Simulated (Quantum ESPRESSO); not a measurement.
**SrO (Fm-3m): the LO frequency by hand**

Aim: work out the LO frequency and the static dielectric constant of SrO (Fm-3m) from one linear-response run, then check them.

Main program and level: Quantum ESPRESSO 7.5; DFT LDA, scalar-relativistic, plane waves, PseudoDojo norm-conserving pseudopotentials.

The database entry behind the starting cell differs from later determinations by our own check (about 0.5 % short), so it need not match the best structure at ambient conditions.

## Step 1: Set-up

The structure is cubic, space group Fm-3m (No. 225). Conventional cell: a = 5.061 Å, b = 5.061 Å, c = 5.061 Å, α = 90.00°, β = 90.00°, γ = 90.00°. Nearest to Sr lie 6 O at 2.53 Å. Nearest to O lie 6 Sr at 2.53 Å. Farther neighbours and most contacts between anions are not listed.

Coordinates:

```cif
data_structure
_symmetry_space_group_name_H-M 'Fm-3m'
_symmetry_Int_Tables_number 225
_cell_length_a 5.0610
_cell_length_b 5.0610
_cell_length_c 5.0610
_cell_angle_alpha 90.000
_cell_angle_beta 90.000
_cell_angle_gamma 90.000
_cell_volume 129.63
loop_
_atom_site_label
_atom_site_type_symbol
_atom_site_symmetry_multiplicity
_atom_site_Wyckoff_symbol
_atom_site_fract_x
_atom_site_fract_y
_atom_site_fract_z
_atom_site_occupancy
Sr1 Sr 4 b 0.00000 0.50000 0.00000 1
O1 O 4 a 0.00000 0.00000 0.00000 1
```

This is the cell after its relaxation at this level of theory, not the database cell from which that began.

## Step 2: What the response run gave

A linear-response run on the relaxed cell, with the response to an electric field; only its zone-centre results are used. Cutoff 92 Ry, k mesh 8×8×8.

What it wrote:

```text
[banners, grids, parts of the stress and lines that vanish by symmetry left out]
Program PHONON v.7.5
     Reading xml data from directory:

[...]
Exchange-correlation= PW
                           (   1   4   0   0   0   0   0)
[...]
kinetic-energy cut-off    =      92.0000  Ry
     charge density cut-off    =     368.0000  Ry
     convergence threshold     =      1.0E-18
[...]
Exchange-correlation= PW
                           (   1   4   0   0   0   0   0)
[...]
q = (   0.0000000   0.0000000   0.0000000 )
     49 Sym.Ops. (with q -> -q+G )
     G cutoff =  426.3097  (  26229 G-vectors)     FFT grid: ( 45, 45, 45)
     number of k points=    29
[...]
Mode symmetry, O_h (m-3m)  point group:
[...]
Dielectric constant
[...]
End of electric fields calculation
          Dielectric constant in cartesian axis
          (       3.862308404      -0.000000000      -0.000000000 )
          (      -0.000000000       3.862308404       0.000000000 )
          (      -0.000000000       0.000000000       3.862308404 )
          Effective charges (d Force / dE) in cartesian axis without acoustic sum rule applied (asr)
           atom    1  Sr    Mean Z*:        2.47556
      Ex  (        2.47556       -0.00000       -0.00000 )
      Ey  (       -0.00000        2.47556        0.00000 )
      Ez  (       -0.00000       -0.00000        2.47556 )
           atom    2  O     Mean Z*:       -2.47586
      Ex  (       -2.47586        0.00000       -0.00000 )
      Ey  (        0.00000       -2.47586       -0.00000 )
      Ez  (       -0.00000       -0.00000       -2.47586 )
          Effective charges Sum: Mean:       -0.00030
[...]
Effective charges (d Force / dE) in cartesian axis with asr applied:
           atom    1  Sr    Mean Z*:        2.47571
[...]
atom    2  O     Mean Z*:       -2.47571
[...]
Representation #   1 modes #   1   2   3
[...]
End of self-consistent calculation
     Convergence has been achieved
     Representation #   2 modes #   4   5   6
[...]
End of self-consistent calculation
     Convergence has been achieved
[...]
Dielectric constant in cartesian axis
          (       3.862308404      -0.000000000      -0.000000000 )
          (      -0.000000000       3.862308404       0.000000000 )
          (      -0.000000000       0.000000000       3.862308404 )
          Effective charges (d Force / dE) in cartesian axis without acoustic sum rule applied (asr)
           atom    1  Sr    Mean Z*:        2.47556
      Ex  (        2.47556       -0.00000       -0.00000 )
      Ey  (       -0.00000        2.47556        0.00000 )
      Ez  (       -0.00000       -0.00000        2.47556 )
           atom    2  O     Mean Z*:       -2.47586
      Ex  (       -2.47586        0.00000       -0.00000 )
      Ey  (        0.00000       -2.47586       -0.00000 )
      Ez  (       -0.00000       -0.00000       -2.47586 )
          Effective charges Sum: Mean:       -0.00030
[...]
Effective charges (d Force / dE) in cartesian axis with asr applied:
           atom    1  Sr    Mean Z*:        2.47571
[...]
atom    2  O     Mean Z*:       -2.47571
[...]
q = (    0.000000000   0.000000000   0.000000000 )
[...]
freq (    1) =       0.024760 [THz] =       0.825903 [cm-1]
     freq (    2) =       0.024760 [THz] =       0.825903 [cm-1]
     freq (    3) =       0.024760 [THz] =       0.825903 [cm-1]
     freq (    4) =       6.496456 [THz] =     216.698438 [cm-1]
     freq (    5) =       6.496456 [THz] =     216.698438 [cm-1]
     freq (    6) =       6.496456 [THz] =     216.698438 [cm-1]
[...]
Mode symmetry, O_h (m-3m)  point group:
     freq (   1-   3) =          0.8  [cm-1]   --> T_1u G_15  G_4- I
     freq (   4-   6) =        216.7  [cm-1]   --> T_1u G_15  G_4- I

   JOB DONE.
```

```
                       quantity   value
             cell volume Ω (Å³)  32.407
                 mass of Sr (u)  87.620
                  mass of O (u)  15.999
     Born charge of Sr, raw (e)   2.476
      Born charge of O, raw (e)  -2.476
                             ε∞   3.862
ω(TO) after the sum rule (cm⁻¹)   216.7
```

## Step 3: The calculation

The charges must sum to zero over the cell; taking off their mean, 0.000 e, leaves Z* = 2.476 e on Sr. In the polar mode Sr moves against O, so the reduced mass is μ = 87.62 × 16.00 / 103.62 = 13.529 u.

A longitudinal wave builds up a field that adds to the restoring force: ω(LO)² = ω(TO)² + 4π Z*² / (μ Ω ε∞), in Hartree atomic units. With μ = 24661 electron masses and Ω = 218.70 bohr³ the second term is 3.6976e-06 Ha², or 178110 cm⁻² (1 Ha = 219474.6 cm⁻¹).

So ω(LO) = √(46955 + 178110) = 474.4 cm⁻¹, and by the Lyddane-Sachs-Teller relation ε₀ = ε∞ (ω(LO)/ω(TO))² = 18.51.

## Step 4: Check against the program

The analysis program adds the same non-analytic term to the full matrix, here for q along (1 0 0).

What it wrote:

```text
[banner, memory and clock lines left out]
Program DYNMAT v.7.5

     Reading Dynamical Matrix from file g.dyn
     ...Force constants read
     ...epsilon and Z* read

     Polarizability (A^3 units)
     multiply by 0.511744 for Clausius-Mossotti correction
         7.381604   -0.000000   -0.000000
        -0.000000    7.381604    0.000000
        -0.000000    0.000000    7.381604

     IR activities are in (D/A)^2/amu units

# mode   [cm-1]    [THz]      IR
    1     -0.00   -0.0000    0.0000
    2     -0.00   -0.0000    0.0000
    3      0.00    0.0000    0.0000
    4    216.69    6.4961   10.4523
    5    216.69    6.4961   10.4523
    6    474.40   14.2222   10.4523
```

ε₀ comes from the program's run without a direction of q.

```
    quantity  by hand  program
ω(LO) (cm⁻¹)    474.4    474.4
          ε₀    18.51    18.51
```

## Step 5: Summary of results

```yaml
to_mode: 216.7 cm⁻¹
lo_mode: 474.4 cm⁻¹
static_dielectric_constant: 18.51
```

The LO mode of SrO (Fm-3m) lies at 474 cm⁻¹, 258 cm⁻¹ above the TO mode; the formula meets the program within 0.1 cm⁻¹, as it must for a cubic crystal with one polar mode. ω(LO)² − ω(TO)² goes with Z*²/ε∞: an error of 5 % in ε∞ would move the LO mode by 9.0 cm⁻¹, and semilocal functionals tend to overestimate ε∞. These are harmonic values at zero temperature, at the volume of this functional, for the structure held cubic; stability elsewhere in the zone is no part of this calculation.

[Host names and launcher messages were left out of these logs when they were recorded.]

[Logs are printed without paths, hosts, clocks, repeated set-up lines and the standing remarks that a program may print on its own settings, such as how far it seeks lower states.]

[Hosts, paths, dates, database ids (printed as entryN), source tags and the programs' standing remarks are cut or masked in the printed files.]
